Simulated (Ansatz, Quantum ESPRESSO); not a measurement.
## Mode couplings of La3In (Pm-3m) in a second program

Wanted: phonons, linewidths and couplings of La3In (Pm-3m) from a second program. The first relaxation steps of the session are not shown, so no cell shown is the starting entry, unless a step says so.

Program: Ansatz 0.2.0 and Quantum ESPRESSO 7.5. Level of theory: DFT PBEsol, scalar-relativistic, plane waves, PAW, in the first sound run; inputs show where later runs differ. Results are calculated unless marked as measured.

This is a report of a sequence of runs, with most program output left out.

## 1. The cell after earlier relaxation steps

The structure is cubic, space group Pm-3m (No. 221). Conventional cell: a = 4.964 Å, b = 4.964 Å, c = 4.964 Å, α = 90.00°, β = 90.00°, γ = 90.00°. Nearest to La lie 4 In at 3.51 Å and 8 La at 3.51 Å. In has 12 La at 3.51 Å nearest. Farther neighbours are not listed.

## 2. Relaxation

The cell moved far, so the relaxation is started again from the new cell to confirm it. Earlier relaxation steps are not shown.

input.yaml reads:

```yaml
crystal:
  lattice:
    - [4.9643697621, 0.0, 0.0]
    - [0.0, 4.9643697621, 0.0]
    - [0.0, 0.0, 4.9643697621]
  atoms:
    - { symbol: La, position: [0.0, 0.5, 0.5] }
    - { symbol: La, position: [0.5, 0.0, 0.5] }
    - { symbol: La, position: [0.5, 0.5, 0.0] }
    - { symbol: In, position: [0.0, 0.0, 0.0] }
kpoints:
  mp_grid: { grid: [6, 6, 6] }
hamiltonian:
  xc: pbesol
scf:
  occupations: { method: gaussian, width: 0.1 }
output:
  forces: true
  stress: true
  eigenvalues: true
relax:
  adjacent_minimum: "off"
  f_tol: 0.005
  max_steps: 80
  cell: { stress_tol: 0.05 }
```

The run is started by

```sh
$ ansatz run input.yaml --threads 8 --pin off --max-ram 16384MiB --backend cpu --events-out ev --progress --plain --runs-dir out
```

Elapsed: 1.9 s, on 8 threads of Arm Neoverse V1, shared host; peak memory 0.61 GiB; 12 s of CPU time.

Little changed from the start: no atom moved by 0.005 Å and no cell edge by 0.1 %.

This step gave:

```yaml
pressure: -0.01844 GPa
volume_per_atom: 30.59 Å³
metallic_on_mesh: yes
gap_on_the_k_mesh: 0 eV
```

The largest force is now zero by symmetry and the largest stress component 0.018 GPa.

## 3. Second program, ground state

ph.x needs a tightly converged ground state on the same k mesh; the cell is that of the step before.

This step: DFT PBEsol, scalar-relativistic, plane waves, GBRV ultrasoft pseudopotentials (Quantum ESPRESSO 7.5).

pw.in reads:

```
 &control
    calculation='scf',
    prefix='x',
    outdir='./tmp',
    pseudo_dir='./pseudo',
    tprnfor=.true.,
    tstress=.true.,
 /
 &system
    ibrav=1,
    celldm(1)=9.38129923,
    nat=4,
    ntyp=2,
    ecutwfc=45.0,
    ecutrho=360.0,
    occupations='smearing',
    smearing='fd',
    degauss=0.00734986,
    nbnd=38,
 /
 &electrons
    conv_thr=1.0d-11,
    mixing_beta=0.5,
 /
ATOMIC_SPECIES
 La    138.9055  La.upf
 In    114.8180  In.upf
ATOMIC_POSITIONS crystal
 La     0.000000000   0.500000000   0.500000000
 La     0.500000000   0.000000000   0.500000000
 La     0.500000000   0.500000000   0.000000000
 In     0.000000000   0.000000000   0.000000000
K_POINTS automatic
 4 4 4 0 0 0
```

The run is started by

```sh
$ OMP_NUM_THREADS=1 mpirun -n 8 pw.x -nk 8 -in pw.in > pw.x.log
```

Wall time 20 s (8 MPI ranks).

Numbers from this step:

```
pressure : 0.1910 GPa
```

With these potentials, mesh and smearing the cell is at 0.19 GPa.

## 4. Phonons and couplings with ph.x: Fermi–Dirac smearing of 0.1 eV

ph.x gives each mode's frequency and linewidth; λ of a mode follows from Gaussian double-delta sums over the k mesh, here at four widths.

ph.in reads:

```
phonons and couplings
 &inputph
    prefix='x',
    outdir='./tmp',
    tr2_ph=1.0d-15,
    fildyn='x.dyn',
    fildvscf='dvscf',
    ldisp=.true.,
    nq1=2,
    nq2=2,
    nq3=2,
    electron_phonon='simple',
    el_ph_ngauss=0,
    el_ph_sigma=0.00734986,
    el_ph_nsigma=4,
    alpha_mix(1)=0.5,
    amass(1)=138.9055,
    amass(2)=114.818,
 /
```

The run is started by

```sh
$ OMP_NUM_THREADS=1 mpirun -n 8 ph.x -nk 8 -in ph.in > ph.x.log
```

The job ended after 39 min (8 MPI ranks).

Numbers from this step:

```yaml
highest_frequency_solved_or_plainly_interpolated: 109.0 cm⁻¹
```

As ph.x prints them, no sum rule imposed; at the zone centre the sum is no linewidth. Double-delta sums, the first 40 of 48 rows:

| q1 | q2 | q3 | star | mode | omega (meV) | lambda_q, sigma 0.1 eV | lambda_q, sigma 0.2 eV | lambda_q, sigma 0.3 eV | lambda_q, sigma 0.4 eV | half width at sigma 0.2 (meV) |
| --- | --- | --- | --- | --- | --- | --- | --- | --- | --- | --- |
| 0 | 0 | 0 | 1 | 1 | -1.131 | 0 | 0 | 0 | 0 | 2.89e-4 |
| 0 | 0 | 0 | 1 | 2 | -1.131 | 0 | 0 | 0 | 0 | 2.89e-4 |
| 0 | 0 | 0 | 1 | 3 | -1.131 | 0 | 0 | 0 | 0 | 2.89e-4 |
| 0 | 0 | 0 | 1 | 4 | 5.504 | 0.9161 | 0.4039 | 0.3126 | 0.2904 | 0.1282 |
| 0 | 0 | 0 | 1 | 5 | 5.504 | 0.9161 | 0.4039 | 0.3126 | 0.2904 | 0.1282 |
| 0 | 0 | 0 | 1 | 6 | 5.504 | 0.9161 | 0.4039 | 0.3126 | 0.2904 | 0.1282 |
| 0 | 0 | 0 | 1 | 7 | 10.55 | 0.0015 | 0.0149 | 0.0251 | 0.0302 | 0.01733 |
| 0 | 0 | 0 | 1 | 8 | 10.55 | 0.0015 | 0.0149 | 0.0251 | 0.0302 | 0.01733 |
| 0 | 0 | 0 | 1 | 9 | 10.55 | 0.0015 | 0.0149 | 0.0251 | 0.0302 | 0.01733 |
| 0 | 0 | 0 | 1 | 10 | 13.36 | 0.0011 | 0.0193 | 0.0217 | 0.024 | 0.0361 |
| 0 | 0 | 0 | 1 | 11 | 13.36 | 0.0011 | 0.0193 | 0.0217 | 0.024 | 0.0361 |
| 0 | 0 | 0 | 1 | 12 | 13.36 | 0.0011 | 0.0193 | 0.0217 | 0.024 | 0.0361 |
| 0 | 0 | -0.5 | 3 | 1 | 3.172 | 6.81 | 4.765 | 3.405 | 2.537 | 0.502 |
| 0 | 0 | -0.5 | 3 | 2 | 6.153 | 0.1395 | 0.1028 | 0.1086 | 0.1092 | 0.04078 |
| 0 | 0 | -0.5 | 3 | 3 | 6.153 | 0.1395 | 0.1028 | 0.1086 | 0.1092 | 0.04078 |
| 0 | 0 | -0.5 | 3 | 4 | 6.493 | 0.6538 | 0.3599 | 0.2563 | 0.2207 | 0.1589 |
| 0 | 0 | -0.5 | 3 | 5 | 6.662 | 0.3385 | 0.3544 | 0.2714 | 0.2138 | 0.1647 |
| 0 | 0 | -0.5 | 3 | 6 | 6.662 | 0.3385 | 0.3544 | 0.2714 | 0.2138 | 0.1647 |
| 0 | 0 | -0.5 | 3 | 7 | 8.318 | 0.1813 | 0.2302 | 0.2143 | 0.2009 | 0.1668 |
| 0 | 0 | -0.5 | 3 | 8 | 8.318 | 0.1813 | 0.2302 | 0.2143 | 0.2009 | 0.1668 |
| 0 | 0 | -0.5 | 3 | 9 | 10.85 | 0.0462 | 0.0277 | 0.021 | 0.0205 | 0.03416 |
| 0 | 0 | -0.5 | 3 | 10 | 11.73 | 0.0744 | 0.0434 | 0.0298 | 0.0221 | 0.06253 |
| 0 | 0 | -0.5 | 3 | 11 | 12.42 | 0.1584 | 0.069 | 0.0499 | 0.0416 | 0.1115 |
| 0 | 0 | -0.5 | 3 | 12 | 12.42 | 0.1584 | 0.069 | 0.0499 | 0.0416 | 0.1115 |
| 0 | -0.5 | -0.5 | 3 | 1 | -3.317 | -1.216 | -1.689 | -1.355 | -1.06 | 0.1946 |
| 0 | -0.5 | -0.5 | 3 | 2 | 6.405 | 1.394 | 1.08 | 0.8241 | 0.6328 | 0.464 |
| 0 | -0.5 | -0.5 | 3 | 3 | 6.582 | 0.08 | 0.0442 | 0.0428 | 0.0456 | 0.02006 |
| 0 | -0.5 | -0.5 | 3 | 4 | 6.619 | 0.3978 | 0.2639 | 0.2053 | 0.1691 | 0.1211 |
| 0 | -0.5 | -0.5 | 3 | 5 | 6.619 | 0.3978 | 0.2639 | 0.2053 | 0.1691 | 0.1211 |
| 0 | -0.5 | -0.5 | 3 | 6 | 7.531 | 1.073 | 0.4986 | 0.3824 | 0.3271 | 0.2962 |
| 0 | -0.5 | -0.5 | 3 | 7 | 7.651 | 0.0563 | 0.1766 | 0.1932 | 0.18 | 0.1083 |
| 0 | -0.5 | -0.5 | 3 | 8 | 9.286 | 0.0735 | 0.0665 | 0.0599 | 0.0588 | 0.06001 |
| 0 | -0.5 | -0.5 | 3 | 9 | 9.286 | 0.0735 | 0.0665 | 0.0599 | 0.0588 | 0.06001 |
| 0 | -0.5 | -0.5 | 3 | 10 | 11.74 | 0 | 0.0046 | 0.01 | 0.0114 | 0.006576 |
| 0 | -0.5 | -0.5 | 3 | 11 | 12.8 | 0.0351 | 0.028 | 0.0273 | 0.0249 | 0.04793 |
| 0 | -0.5 | -0.5 | 3 | 12 | 12.8 | 0.0351 | 0.028 | 0.0273 | 0.0249 | 0.04793 |
| -0.5 | -0.5 | -0.5 | 1 | 1 | -4.066 | -3.187 | -1.672 | -1.185 | -0.8867 | 0.2894 |
| -0.5 | -0.5 | -0.5 | 1 | 2 | -4.066 | -3.187 | -1.672 | -1.185 | -0.8867 | 0.2894 |
| -0.5 | -0.5 | -0.5 | 1 | 3 | 5.61 | 0.4132 | 0.1474 | 0.0937 | 0.0794 | 0.04859 |
| -0.5 | -0.5 | -0.5 | 1 | 4 | 5.61 | 0.4132 | 0.1474 | 0.0937 | 0.0794 | 0.04859 |

## 5. Results

```json
{"phonon run of the rows without a label of their own": "PBEsol, q 2×2×2, k 4×4×4"}
```

In words: In the run with Fermi–Dirac smearing of 0.1 eV: a mode at q = (-0.5, -0.5, -0.5) is imaginary, 32.8i cm⁻¹, so the lattice is unstable on these meshes and at this level, and no λ is read from its Gaussian sums. Under gradient-corrected functionals ph.x can misplace modes where the density is low; no frozen-phonon run checks these frequencies.

[Logs are printed without paths, hosts, clocks, repeated set-up lines and the standing remarks that a program may print on its own settings, such as how far it seeks lower states.]

[Hosts, paths, dates, database ids (printed as entryN), source tags and the programs' standing remarks are cut or masked in the printed files.]
